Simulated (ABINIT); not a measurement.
# Ga2O3 (R-3c): G0W0 with and without spin-orbit coupling

Wanted: the effect of spin-orbit coupling on the quasiparticle gap of Ga2O3 (R-3c).

Calculated with ABINIT 10.8.3; PBE and many-body steps on it, plane waves.

**What was measured.**

- Gap 5.62 ± 0.02 eV: lowest direct band-to-band transition E0, E parallel to c (M1-type CP); abstract instead prints 5.44 eV, which Table III gives as the exciton energy; generalized spectroscopic ellipsometry, critical-point model; 300 K; film (51.8 nm PAMBE film, fully lattice-relaxed) on m-plane Al2O3 (“Anisotropic dielectric functions, band-to-band transitions, and critical points in alpha-Ga2O3”, 2021, arxiv:2101.06595).

- Gap 5.04 eV: direct optical gap from Tauc plot; UV-vis transmittance, Tauc plot; film on Al2O3 (“Ti Alloyed α-Ga2O3: Route towards Wide Band Gap Engineering”, 2020, pmc:7766553).

- Gap 5.15 eV: optical gap from Tauc plot assuming direct gap; lower end of the 5.15-5.20 eV range for alpha-phase films; UV-vis transmittance/reflectance, Tauc plot; film on c-plane sapphire (“Low temperature growth and optical properties of alpha-Ga2O3 deposited on sapphire by plasma enhanced atomic layer deposition”, 2019, arxiv:1908.06914).

- Gap 5.6 eV: direct band-to-band gap from Tauc plot; UV-Vis absorption, Tauc plot; film (163 nm mist CVD film on c-plane sapphire) on Al2O3 (sapphire) (“Optical properties of mist CVD grown alpha-Ga2O3”, 2019, arxiv:1907.13072).

- Gap 5.3 eV: direct optical gap from Tauc plot, upper end of the 5.1-5.3 eV range over the samples; UV-visible transmission; film (mist-CVD epitaxial films grown with different carrier gases) on Al2O3 (0001) (“Influence of Carrier Gases on the Quality of Epitaxial Corundum-Structured α-Ga2O3 Films Grown by Mist Chemical Vapor Deposition Method”, 2019, pmc:6888560).

This is a selection; 1 further report is not listed.

This is a report of a sequence of runs, with most program output left out.

## Step 1: Set-up

Symmetry: R-3c, No. 167, trigonal system. The conventional cell has a = 4.997 Å, b = 4.997 Å, c = 13.451 Å, α = 90.00°, β = 90.00°, γ = 120.00°. Ga has 6 O at 1.93 to 2.08 Å nearest. Nearest to O lie 4 Ga at 1.93 to 2.08 Å. Farther neighbours and most contacts between anions are not listed.

Coordinates:

```cif
data_structure
_symmetry_space_group_name_H-M 'P 1'
_symmetry_Int_Tables_number 1
_cell_length_a 5.3317
_cell_length_b 5.3317
_cell_length_c 5.3317
_cell_angle_alpha 55.894
_cell_angle_beta 55.894
_cell_angle_gamma 55.894
_cell_volume 96.97
loop_
_atom_site_label
_atom_site_type_symbol
_atom_site_fract_x
_atom_site_fract_y
_atom_site_fract_z
_atom_site_occupancy
Ga1 Ga 0.85559 0.85559 0.85559 1
Ga2 Ga 0.64441 0.64441 0.64441 1
Ga3 Ga 0.14441 0.14441 0.14441 1
Ga4 Ga 0.35559 0.35559 0.35559 1
O5 O 0.75000 0.44683 0.05317 1
O6 O 0.44683 0.05317 0.75000 1
O7 O 0.05317 0.75000 0.44683 1
O8 O 0.25000 0.55317 0.94683 1
O9 O 0.94683 0.25000 0.55317 1
O10 O 0.55317 0.94683 0.25000 1
```

The cell and positions are those that the Materials Project relaxed with its own functionals (PBE, PBE+U or r2SCAN), kept fixed. This is not the form that Ga2O3 usually takes at ambient conditions.

## Step 2: Empty states on the mesh, 4×4×4 mesh, 117 bands

This step: ABINIT 10.8.3; DFT, PBE, plane waves, norm-conserving pseudopotentials.

The sums over transitions need many empty states on a uniform mesh; this step solves for them.

Input file run.abi:

```
acell 3*1.0 Angstrom
rprim 
  2.498699193881 1.442624652211 4.483549768500
  -2.498699193881 1.442624652211 4.483549768500
  0.000000000000 -2.885249304422 4.483549768500
ntypat 2
znucl 31 8
natom 10
typat 1 1 1 1 2 2 2 2 2 2
xred 
  0.855585580000 0.855585580000 0.855585580000
  0.644414420000 0.644414420000 0.644414420000
  0.144414420000 0.144414420000 0.144414420000
  0.355585580000 0.355585580000 0.355585580000
  0.750000000000 0.446832820000 0.053167180000
  0.446832820000 0.053167180000 0.750000000000
  0.053167180000 0.750000000000 0.446832820000
  0.250000000000 0.553167180000 0.946832820000
  0.946832820000 0.250000000000 0.553167180000
  0.553167180000 0.946832820000 0.250000000000
pp_dirpath "pseudos"
pseudos "Ga.upf, O.upf"
ecut 45
ngkpt 4 4 4
nshiftk 1
shiftk 0 0 0
kptopt 1
chksymbreak 0
iscf -2
irdden 1
istwfk *1
nband 117
nbdbuf 10
tolwfr 1e-09
nstep 60
prtvol 0
indata_prefix "in"
outdata_prefix "out"
tmpdata_prefix "tmp"
```

The run is started by

```
OMP_NUM_THREADS=1 mpirun -n 32 abinit run.abi > log
```

Wall time 1.9 min (32 MPI ranks of Arm Neoverse V1, shared host); peak memory 2.9 GiB.

Numbers from this step:

| Quantity | Value |
| --- | --- |
| gap | 2.857 eV |
| k of the valence top | 0.25, 0, 0 |
| k of the conduction bottom | 0, 0, 0 |
| least direct gap | 3.066 eV |
| k points computed | 13 |
| lowest point of the top converged band, above the valence top | 31.96 eV |

On this mesh the gap is 2.857 eV.

The density comes from a self-consistent run that is not shown.

## Step 3: Screening, 4×4×4 mesh, 107 bands, screening to 98 eV

The RPA dielectric matrix is built and inverted for each q.

This step: RPA screening on PBE, plane waves, norm-conserving pseudopotentials.

run.abi: that of step 2 with these lines changed.

```diff
@@ -28,10 +28,11 @@
 chksymbreak 0
-iscf -2
-irdden 1
 istwfk *1
-nband 117
-nbdbuf 10
-tolwfr 1e-09
-nstep 60
-prtvol 0
+occopt 1
+irdwfk 1
+optdriver 3
+nband 107
+ecuteps 3.6
+inclvkb 0
+awtr 1
+symchi 1
 indata_prefix "in"
```

Wall time 3.9 min (32 MPI ranks); peak memory 31 GiB; 1.5 h of CPU time.

This step gave:

| Property | Result |
| --- | --- |
| ε∞ with local fields, on this mesh, along the program's q direction | 5.835 |
| the same without local fields | 6.020 |
| plasma frequency | 41.31 eV |
| plane waves in the screening matrix | 211 |

Local fields lower ε∞ by 3 %.

## Step 4: Scalar-relativistic

The self-energy is evaluated for the states that the input lists, and the levels follow from it, in one-shot runs by the linearised quasiparticle equation.

This step: G0W0 on PBE, plane waves, norm-conserving pseudopotentials.

run.abi: that of step 3 with these lines changed.

```diff
@@ -31,8 +31,17 @@
 irdwfk 1
-optdriver 3
+optdriver 4
 nband 107
+gwcalctyp 0
+ecutsigx 45
+symsigma 1
+nkptgw 2
+kptgw 
+  0.2500000000 0.0000000000 0.0000000000
+  0.0000000000 0.0000000000 0.0000000000
+bdgw 
+  59 62
+  59 62
 ecuteps 3.6
-inclvkb 0
-awtr 1
-symchi 1
+irdscr 1
+ppmodel 1
 indata_prefix "in"
```

Run time: 21 s. Hardware: 32 MPI ranks; peak memory 11 GiB; 8.6 min of CPU time.

Numbers from this step:

```yaml
g0w0_gap_on_the_points_computed: 4.293 eV
starting_gap_on_the_mesh: 2.857 eV
k_of_the_valence_top: 0.25, 0, 0
k_of_the_conduction_bottom: 0, 0, 0
z_at_the_valence_top: 0.795
z_at_the_conduction_bottom: 0.847
least_direct_g0w0_gap_on_the_computed_points: 4.486 eV
```

The gap on the mesh goes from 2.86 eV to 4.29 eV, a correction of +1.44 eV.

## Step 5: Empty states on the mesh, 4×4×4 mesh, 234 bands

This step: DFT, PBE with spin-orbit coupling, plane waves, norm-conserving pseudopotentials.

run.abi: that of step 4 with these lines changed.

```diff
@@ -23,2 +23,3 @@
 ecut 45
+nspinor 2
 ngkpt 4 4 4
@@ -28,20 +29,10 @@
 chksymbreak 0
+iscf -2
+irdden 1
 istwfk *1
-occopt 1
-irdwfk 1
-optdriver 4
-nband 107
-gwcalctyp 0
-ecutsigx 45
-symsigma 1
-nkptgw 2
-kptgw 
-  0.2500000000 0.0000000000 0.0000000000
-  0.0000000000 0.0000000000 0.0000000000
-bdgw 
-  59 62
-  59 62
-ecuteps 3.6
-irdscr 1
-ppmodel 1
+nband 234
+nbdbuf 20
+tolwfr 1e-09
+nstep 60
+prtvol 0
 indata_prefix "in"
```

Run time: 7.6 min. Hardware: 32 MPI ranks; peak memory 3.6 GiB; 3.8 h of CPU time.

This step gave:

```
gap                                                           : 2.858 eV
k of the valence top                                          : 0.25, 0, 0
k of the conduction bottom                                    : 0, 0, 0
least direct gap                                              : 3.062 eV
k points computed                                             : 13
lowest point of the top converged band, above the valence top : 31.96 eV
```

On this mesh the gap is 2.858 eV.

The density comes from a self-consistent run that is not shown, made with spin-orbit coupling and fully relativistic files.

## Step 6: Screening, 4×4×4 mesh, 214 bands, screening to 98 eV

This step: RPA screening on PBE with spin-orbit coupling, plane waves, norm-conserving pseudopotentials.

run.abi: that of step 5 with these lines changed.

```diff
@@ -29,10 +29,11 @@
 chksymbreak 0
-iscf -2
-irdden 1
 istwfk *1
-nband 234
-nbdbuf 20
-tolwfr 1e-09
-nstep 60
-prtvol 0
+occopt 1
+irdwfk 1
+optdriver 3
+nband 214
+ecuteps 3.6
+inclvkb 0
+awtr 1
+symchi 1
 indata_prefix "in"
```

Wall time 32 min (32 MPI ranks); peak memory 120 GiB; 15 h of CPU time.

Numbers from this step:

```yaml
eps_infinity_with_local_fields_on_this_mesh_along_the_program_s_q_direction: 5.835
the_same_without_local_fields: 6.019
plasma_frequency: 41.31 eV
plane_waves_in_the_screening_matrix: 211
```

## Step 7: With spin-orbit coupling

This step: G0W0 on PBE with spin-orbit coupling, plane waves, norm-conserving pseudopotentials.

run.abi: that of step 6 with these lines changed.

```diff
@@ -32,8 +32,17 @@
 irdwfk 1
-optdriver 3
+optdriver 4
 nband 214
+gwcalctyp 0
+ecutsigx 45
+symsigma 0
+nkptgw 2
+kptgw 
+  0.2500000000 0.0000000000 0.0000000000
+  0.0000000000 0.0000000000 0.0000000000
+bdgw 
+  117 124
+  117 124
 ecuteps 3.6
-inclvkb 0
-awtr 1
-symchi 1
+irdscr 1
+ppmodel 1
 indata_prefix "in"
```

Run time: 6.1 min. Hardware: 32 MPI ranks; peak memory 26 GiB; 2.8 h of CPU time.

Numbers from this step:

```
G0W0 gap on the points computed              : 4.294 eV
starting gap on the mesh                     : 2.858 eV
k of the valence top                         : 0.25, 0, 0
k of the conduction bottom                   : 0, 0, 0
Z at the valence top                         : 0.795
Z at the conduction bottom                   : 0.847
least direct G0W0 gap on the computed points : 4.479 eV
```

Against G0W0 in ABINIT (4×4×4 mesh, 107 bands, screening to 98 eV, Godby-Needs plasmon pole), the gap moves by +0.001 eV.

## Step 8: The runs together

Times are wall times on 32 MPI ranks of Arm Neoverse V1, shared host, good to a factor of about two. A run's time includes the screening step that it read.

```csv
run,mesh,bands,screening cutoff (eV),DFT gap (eV),gap on the mesh (eV),direct (eV),ε∞ used,time
scalar-relativistic,4×4×4,107,98,2.857,4.293,4.486,5.84,4.2 min
with spin-orbit coupling,4×4×4,214,98,2.858,4.294,4.479,5.83,38 min
```

## Step 9: Results

```
scalar-relativistic      : 4.293 eV
with spin-orbit coupling : 4.294 eV
known limits             : not at the basis limit; screening head approximate; no spin-orbit coupling in some runs
```

What this shows: With spin-orbit coupling: no change against scalar-relativistic. Against experiment, by with spin-orbit coupling: the direct gap of 4.48 eV lies −1.14 eV from the measured 5.62 ± 0.02 eV (direct, 300 K, on m-plane Al2O3, 2021); the direct gap of 4.48 eV lies −0.56 eV from the measured 5.04 eV (direct, on Al2O3, 2020); the direct gap of 4.48 eV lies −0.67 eV from the measured 5.15 eV (direct, on c-plane sapphire, 2019); the direct gap of 4.48 eV lies −1.12 eV from the measured 5.6 eV (direct, on Al2O3 (sapphire), 2019); the direct gap of 4.48 eV lies −0.82 eV from the measured 5.3 eV (direct, on Al2O3 (0001), 2019). An exciton line or allowed optical edge lies below the quasiparticle gap by the binding energy; a forbidden edge can push the onset above it. These are gaps on the mesh, at modest bands and cutoff. The calculation has static nuclei and no excitons; a measured gap holds zero-point and thermal motion, which mostly lowers it. Against the values above the computed gap that would widen the miss. An edge that is forbidden or weak in absorption could explain it, and so could too strong a screening: the start's gap is only 2.86 eV, and one shot does not repair that. Bands and cutoff are finite, so the gap is not at the basis limit. The miss can reach some tenths of an eV and take either sign; the mesh is an error of its own. In the G0W0 runs levels were corrected at 2 k points alone, so a gap called «on the mesh» is the least over those, and an edge elsewhere would be missed. The long-wavelength limit of the screening leaves out the non-local commutator, which shifts ε∞.

[Paths, hosts, dates, memory and timing lines, banners, echoed tables and standing remarks are left out of the program output.]

[Logs are printed without paths, hosts, clocks, repeated set-up lines and the standing remarks that a program may print on its own settings, such as how far it seeks lower states.]

[Runs of the session that timed out or met a known fault of the program may be left out.]

[Hosts, paths, dates, database ids (printed as entryN), source tags and the programs' standing remarks are cut or masked in the printed files.]

[G0W0 gaps are taken among the corrected bands and points alone; a level outside them can change the order at an edge.]

[Where Ansatz stands beside ABINIT at settings called matched, ABINIT's density can come from a denser mesh and the files from another edition; pairs whose starting gaps differed by over 0.03 eV were left out, so agreement reads better than it is.]
